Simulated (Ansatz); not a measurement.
# Sensitivity of the G0W0 gap of H6PbCBr3N (Pm)

Aim: change settings of a G0W0 run on H6PbCBr3N (Pm) and see what moves.

Program: Ansatz 0.2.0. Level of theory: G0W0 on r2SCAN, plane waves, PAW. Results are calculated unless marked as measured.

**1. Set-up**

Symmetry: Pm, No. 6, monoclinic system. The conventional cell has a = 6.039 Å, b = 6.060 Å, c = 6.128 Å, α = 90.00°, β = 90.07°, γ = 90.00°. Nearest to H lie 1 N at 1.04 Å. H has 1 C at 1.09 Å nearest. Nearest to H lie 1 C at 1.10 Å. Nearest to Pb lie 6 Br at 2.98 to 3.11 Å. C has 3 H at 1.09 to 1.10 Å and 1 N at 1.49 Å nearest. Farther neighbours and most contacts between anions are not listed.

The cell and positions are those that the Materials Project relaxed with its own functionals (PBE, PBE+U or r2SCAN), kept fixed. Spin-orbit coupling is left out unless a step names it. The default PAW set here is soft_2. Its files were made with PBE.

**2. The base run: 2×2×2 mesh, 434 empty bands, screening to 90 eV**

G0W0 replaces the xc potential by the self-energy, built once from these orbitals. Only a window of levels is corrected, while the sums run over the empty bands that the input names.

Contents of input.yaml:

```yaml
crystal:
  lattice:
    - [6.038531, 0.0, 0.0]
    - [0.0, 6.05968, 0.0]
    - [-0.007679, 0.0, 6.128174]
  atoms:
    - { symbol: H, position: [0.218258, 0.862101, 0.96819] }
    - { symbol: H, position: [0.177786, 0.0, 0.198636] }
    - { symbol: H, position: [0.825095, 0.851944, 0.061619] }
    - { symbol: H, position: [0.869341, 0.0, 0.811715] }
    - { symbol: H, position: [0.825095, 0.148056, 0.061619] }
    - { symbol: H, position: [0.218258, 0.137899, 0.96819] }
    - { symbol: Pb, position: [0.475266, 0.5, 0.477994] }
    - { symbol: C, position: [0.897311, 0.0, 0.98852] }
    - { symbol: Br, position: [0.430028, 0.5, 0.972748] }
    - { symbol: Br, position: [0.434852, 0.0, 0.512708] }
    - { symbol: Br, position: [0.966538, 0.5, 0.440736] }
    - { symbol: "N", position: [0.140606, 0.0, 0.032465] }
kpoints:
  mp_grid: { grid: [2, 2, 2] }
hamiltonian:
  xc: r2scan
scf:
  occupations: { method: fixed }
gw:
  n_empty_bands: 434
  ecut_chi: 90
  qp_bands: [v4, c4]
  qp_kpoints: band_edges
  screening: { model: contour_deformation }
```

On the command line:

```sh
> ansatz run input.yaml --threads 3 --pin off --max-ram 92160MiB --backend cuda --events-out ev --progress --plain --runs-dir out --devices 1 --max-vram 13GiB  # rebuilt from the run's record
```

Numbers of over 12 decimals in the logs are rounded to 6 here.

Log:

```text
GPUs: using 1 of 1 available (devices: 1).
Engine: ansatz 0.2.0, x86_64-unknown-linux-gnu
Pseudopotentials: kind: paw
Pseudopotential: H, paw, valence charge 1, recommended cutoff 500 eV (meta_gga), H.paw.azcp
Pseudopotential: Pb, paw, valence charge 14, recommended cutoff 500 eV (meta_gga), Pb.paw.azcp
Pseudopotential: C, paw, valence charge 4, recommended cutoff 500 eV (meta_gga), C.paw.azcp
Pseudopotential: Br, paw, valence charge 7, recommended cutoff 500 eV (meta_gga), Br.paw.azcp
Pseudopotential: N, paw, valence charge 5, recommended cutoff 500 eV (meta_gga), N.paw.azcp
Functional definition: r2SCAN
  parameter k0 = 0.174
  parameter k1 = 0.065
  parameter a1 = 4.9479
  exchange = r2scan_x(k0 = k0, k1 = k1, a1 = a1)
  correlation = r2scan_c
device memory: the entry about to start is reckoned to put 3.0 GiB on a device that reports 61.3 GiB free (of which the cap on the GPU budget leaves the run 13.0 GiB)
GPU FFT provider: cuFFT
GPU libraries: cuBLAS 13.8.2, cuFFT 12.4.0, cuSOLVER 12.3.4
Crystal: 12 atoms, lattice volume = 224.239 Å³
Basis set: ecut = 500 eV, 5671 PW (Γ), exchange–correlation on 180×180×180 points (64 copies of the dense FFT grid, shifted against one another)
Bands: 37, of which v1, the nominal top of the filled ones, is band 25 counted from 1 (24 counted from 0)
Symmetry: 2 space group operations
Space group: Pm (ITA 6), of the structure as read, at distance tolerance 6.1e-5 Å
k-points: 8
Non-local potential: H, projectors of the file, l = 0: 2, l = 1: 1
Non-local potential: Pb, projectors of the file, l = 0: 2, l = 1: 2, l = 2: 2, l = 3: 2
Non-local potential: C, projectors of the file, l = 0: 2, l = 1: 2, l = 2: 1
Non-local potential: Br, projectors of the file, l = 0: 2, l = 1: 2, l = 2: 2
Non-local potential: N, projectors of the file, l = 0: 2, l = 1: 2, l = 2: 1
PAW form: soft (Blöchl's): semilocal exchange-correlation on the pseudo side does not see the compensation charge
PAW frozen core: Pb, regenerated for the run's functional (the file was generated under x = pbe(κ = 0.804, μ = 0.219515), c = pbe(β = 0.066725))
PAW frozen core: C, regenerated for the run's functional (the file was generated under x = pbe(κ = 0.804, μ = 0.219515), c = pbe(β = 0.066725))
PAW frozen core: Br, regenerated for the run's functional (the file was generated under x = pbe(κ = 0.804, μ = 0.219515), c = pbe(β = 0.066725))
PAW frozen core: N, regenerated for the run's functional (the file was generated under x = pbe(κ = 0.804, μ = 0.219515), c = pbe(β = 0.066725))
PAW one-centre angular grid: H, 302 points (default); XC on 160 Gauss nodes
PAW one-centre angular grid: Pb, 590 points (default); XC on 160 Gauss nodes
PAW one-centre angular grid: C, 302 points (default); XC on 239 of its mesh's 2573 points in the sphere
[...]
NSCF: frozen V_eff on 1 k-points
device memory: the entry about to start is reckoned to put 0.8 GiB on a device that reports 65.1 GiB free (of which the cap on the GPU budget leaves the run 13.0 GiB)
NSCF: frozen V_eff on 1 k-points
SCF converged after 8 iterations
Free energy (F): -21037.951761 eV
Harris-Foulkes:  -21037.951761 eV  (|F-HF|=9.92e-9)
Internal energy: -21037.951761 eV  (E = F + TS)
E sigma→0 (E₀):  -21037.951761 eV
Fermi energy:    1.317335 eV
--- Per-component energies (eV) ---
  E_band       = -374.120857
  E_kinetic    = 991.790633
  E_local      = -3158.844380  (includes V_loc(G=0)·N_el)
  E_nonlocal   = 642.442990
  E_hartree    = 1111.688000
  E_xc         = -1121.065244
  E_vxc        = -715.099622  (∫ρ·V_xc dr)
  E_paw        = -17473.681269  (= ΣΔE_a)
  E_vpaw       = -399.414291  (= ΣTr[D̂ρ^β])
  E_aug_tail   = -0.002800  (compensation charges beyond the density's cutoff)
  E_vtau       = 41.630208  (kinetic-family band-sum trace: ∫τ·v_τ [+ j·A + Jᵃ·Aᵃ] dr)
  E_ewald      = -2030.716275
  E_core_change = 0.436583  (= ΣΔE_core)
  E_smearing   = -0.000000  (= −TS)
  E_closure    = -0.000000  (closes the sum)
  Σ components = -21037.951761   (vs F -21037.951761, Δ=0.00e0)
--- Band table (eV; the first three rows and the last of 8) ---
  k-point 0: bands = [... 21 lower, -0.2226, -0.1160, 0.1933, 0.2134, 5.8321, 6.9206, 7.0236, 7.5237, ... 8 higher]
  k-point 1: bands = [... 21 lower, -0.1103, -0.0638, 0.1830, 0.2599, 4.4703, 6.8545, 7.0180, 7.2330, ... 8 higher]
  k-point 2: bands = [... 21 lower, -0.0996, -0.0113, 0.1777, 0.2646, 4.5566, 6.6283, 7.1906, 7.2544, ... 8 higher]
  k-point 7: bands = [... 21 lower, -0.0217, 0.4163, 0.4179, 1.3173, 3.7369, 3.7567, 3.9744, 7.0654, ... 8 higher]
--- G₀W₀: contour deformation, 6 samples at zero and on the imaginary axis and 1 off it, 8 q-points, 434 empty bands' worth ---
  eigenvalues of the whole cell's RPA ε∞ on this k-mesh (on a slab, of 1 + 4πα/V) = 4.9742, 5.2652, 5.9002; static W/v taken at q = 0 is 0.185898
  gw.qp_kpoints: band_edges: 8 of 8 stored k-points solved, in 1 pass; an edge of the gap read off the rows below is read off those points alone
    ik  band        ε_KS         Σx   Σc(E_QP)       V_xc       Z   E_QP_lin       E_QP  E_QP is
     0    22     -0.2226   -19.0598     2.7582   -15.4921  0.7464    -1.0507    -1.0321  root
     0    23     -0.1160   -19.1095     2.7073   -15.6245  0.7462    -0.9109    -0.8938  root
     0    24      0.1933   -19.0750     2.7500   -15.5395  0.7421    -0.6106    -0.5923  root
     0    25      0.2134   -19.0781     2.7451   -15.5554  0.7417    -0.5823    -0.5642  root
     0    26      5.8321    -4.0799    -3.3700    -7.7703  0.8136     6.1544     6.1525  root
     0    27      6.9206    -8.3073    -3.8645   -12.6531  0.7600     7.4106     7.4019  root
     0    28      7.0236    -7.8590    -3.8572   -12.1899  0.7649     7.5062     7.4973  root
     0    29      7.5237    -4.0557    -3.4395    -7.8044  0.8006     7.8351     7.8329  root
[...]
7    26      3.7369    -7.5029    -3.4199   -11.3304  0.7882     4.1479     4.1445  root
     7    27      3.7567    -7.4702    -3.4284   -11.3121  0.7889     4.1736     4.1701  root
     7    28      3.9744    -7.6829    -3.4141   -11.5160  0.7886     4.3970     4.3935  root
     7    29      7.0654    -4.0096    -3.5557    -8.0346  0.8090     7.5390     7.5346  root
```

Wall time 11 s (1 × NVIDIA H100 80GB HBM3 (shared by 6 runs) with 3 threads of AMD EPYC 7R13 (Zen 3), shared host); peak memory 1.9 GiB; 22 s of CPU time.

Reading the cycles: dr2 is the Hartree energy of the density residual (eV), the measure of convergence; HF is the Harris–Foulkes estimate of the energy, which meets the free energy F at convergence.

This step gave:

* bands summed: 459
* RPA ε∞ on this mesh (eigenvalues): 4.974, 5.265, 5.900
* plane waves in the screening matrix: 457
* q-points in the mesh: 8
* G0W0 gap on the mesh: 3.374 eV
* k of the valence top: -0.5, -0.5, -0.5
* k of the conduction bottom: -0.5, -0.5, -0.5
* starting gap on the mesh: 2.420 eV
* Z at the valence top: 0.7700
* Z at the conduction bottom: 0.7882
* least direct G0W0 gap on the computed points: 3.374 eV

The gap on the mesh goes from 2.42 eV to 3.37 eV, a correction of +0.95 eV. Between the two edge states, bare exchange in place of the xc potential would open the gap by 5.96 eV, and correlation takes back 5.01 eV.

**3. Variant: coarser q mesh**

Changes to input.yaml since step 2:

```diff
@@ -25,4 +25,4 @@
 gw:
-  n_empty_bands: 434
-  ecut_chi: 90
+  n_empty_bands: 509
+  ecut_chi: 100
   qp_bands: [v4, c4]
@@ -30 +30,2 @@
   screening: { model: contour_deformation }
+  q_mesh: [1, 1, 1]
```

Log:

```text
GPUs: using 1 of 1 available (devices: 1).
[...]
GPU FFT provider: cuFFT
GPU libraries: cuBLAS 13.8.2, cuFFT 12.4.0, cuSOLVER 12.3.4
Crystal: 12 atoms, lattice volume = 224.239 Å³
Basis set: ecut = 500 eV, 5671 PW (Γ), exchange–correlation on 180×180×180 points (64 copies of the dense FFT grid, shifted against one another)
Bands: 37, of which v1, the nominal top of the filled ones, is band 25 counted from 1 (24 counted from 0)
Symmetry: 2 space group operations
[...]
k-points: 8
[...]
GPU buffer pool allocated for 91125 grid points (all kernels)
[...]
SCF iter   1: F=—  HF=-21038.150915 eV  |F-HF|=—  |Δ(HF+E_count)|=         —  Δρ=5.47e-3  dr2=1.01e-1  dr2_τ=4.48e-1  ethr=1.77e-3  ⟨swp⟩=5.1  Hψ=1204  notcnv=0  defer=73
[...]
SCF iter   8: F=-21037.951761 eV  HF=-21037.951761 eV  |F-HF|=9.92e-9  |Δ(HF+E_count)|=   9.77e-8  Δρ=1.34e-6  dr2=6.00e-9  dr2_τ=2.17e-10  ethr=2.00e-10  ⟨swp⟩=13.4  Hψ=1949  notcnv=0
SCF 1 converged in 8 iterations: F = -21037.951761 eV  dr2 = 6.00e-9
[...]
NSCF: frozen V_eff on 8 k-points
[...]
G₀W₀ screening: q 1/1
[... further progress lines ...]
[...]
SCF converged after 8 iterations
Free energy (F): -21037.951761 eV
[...]
Internal energy: -21037.951761 eV  (E = F + TS)
E sigma→0 (E₀):  -21037.951761 eV
Fermi energy:    1.317335 eV
[...]
--- Band table (eV; the first three rows and the last of 8) ---
  k-point 0: bands = [... 21 lower, -0.2226, -0.1160, 0.1933, 0.2134, 5.8321, 6.9206, 7.0236, 7.5237, ... 8 higher]
  k-point 1: bands = [... 21 lower, -0.1103, -0.0638, 0.1830, 0.2599, 4.4703, 6.8545, 7.0180, 7.2330, ... 8 higher]
  k-point 2: bands = [... 21 lower, -0.0996, -0.0113, 0.1777, 0.2646, 4.5566, 6.6283, 7.1906, 7.2544, ... 8 higher]
  k-point 7: bands = [... 21 lower, -0.0217, 0.4163, 0.4179, 1.3173, 3.7369, 3.7567, 3.9744, 7.0654, ... 8 higher]
[...]
0    22     -0.2226   -19.4530     3.2326   -15.4921  0.7202    -0.9695    -0.9508  root
     0    23     -0.1160   -19.5088     3.1753   -15.6245  0.7213    -0.8425    -0.8251  root
     0    24      0.1933   -19.4961     3.2452   -15.5395  0.7174    -0.5364    -0.5181  root
     0    25      0.2134   -19.5148     3.2479   -15.5554  0.7168    -0.5165    -0.4981  root
     0    26      5.8321    -3.6863    -4.0304    -7.7703  0.7641     5.8857     5.8856  root
     0    27      6.9206    -7.9785    -4.2546   -12.6531  0.7489     7.3461     7.3407  root
     0    28      7.0236    -7.5502    -4.2532   -12.1899  0.7500     7.4146     7.4101  root
     0    29      7.5237    -3.7284    -4.0130    -7.8044  0.7616     7.5868     7.5867  root
[...]
7    26      3.7369    -6.3331    -4.4341   -11.3304  0.7479     4.3102     4.3000  root
     7    27      3.7567    -6.2937    -4.4486   -11.3121  0.7483     4.3368     4.3264  root
     7    28      3.9744    -6.5146    -4.4308   -11.5160  0.7486     4.5554     4.5449  root
     7    29      7.0654    -3.7874    -4.1275    -8.0346  0.7607     7.1854     7.1850  root
```

The job ended after 11 s (1 × NVIDIA H100 80GB HBM3 (shared by 6 runs) with 3 threads; peak memory 2 GiB).

Against the base:

```tsv
setting	base	variant
empty bands	434	509
screening cutoff (eV)	90	100
q mesh	-	[1, 1, 1]
```

```tsv
quantity	variant	base
starting gap on the mesh	2.420	2.420
G0W0 gap on the mesh	3.787	3.374
least direct G0W0 gap on the computed points	3.787	3.374
Z at the valence top	0.732	0.770
Z at the conduction bottom	0.748	0.788
```

**4. Summary of results**

* base: 3.37 eV, 11 s
* coarser q mesh: 3.79 eV, 11 s

Coarser q mesh: the gap moves by +0.41 eV; such settings are too crude to quote. The variant differs from the base in empty bands, screening cutoff and q mesh together, so the change can't be laid to one of them. All runs here use a coarse mesh and modest cutoffs; they test settings and are not final values. The 2×2×2 mesh is coarse for this cell (its supercell is 12 Å along the shortest edge). The RPA ε∞ on it, from the r2SCAN start, is 4.97, 5.27 and 5.90; such meshes misread the long-range screening, most where the gap is narrow. Where an edge is built on 6p states of lead, bismuth or thallium, scalar-relativistic gaps usually stand too wide, by a few tenths to over one eV. The many-body steps are scalar-relativistic: spin-orbit coupling is not in them.

[Paths, hosts, dates, memory and timing lines, banners, echoed tables and standing remarks are left out of the program output.]

[Logs are printed without paths, hosts, clocks, repeated set-up lines and the standing remarks that a program may print on its own settings, such as how far it seeks lower states.]

[Runs of the session that timed out or met a known fault of the program may be left out.]

[Cells called generated may have been cut or substituted from an entry of the Crystallography Open Database or the Materials Project.]

[Hosts, paths, dates, database ids (printed as entryN), source tags and the programs' standing remarks are cut or masked in the printed files.]
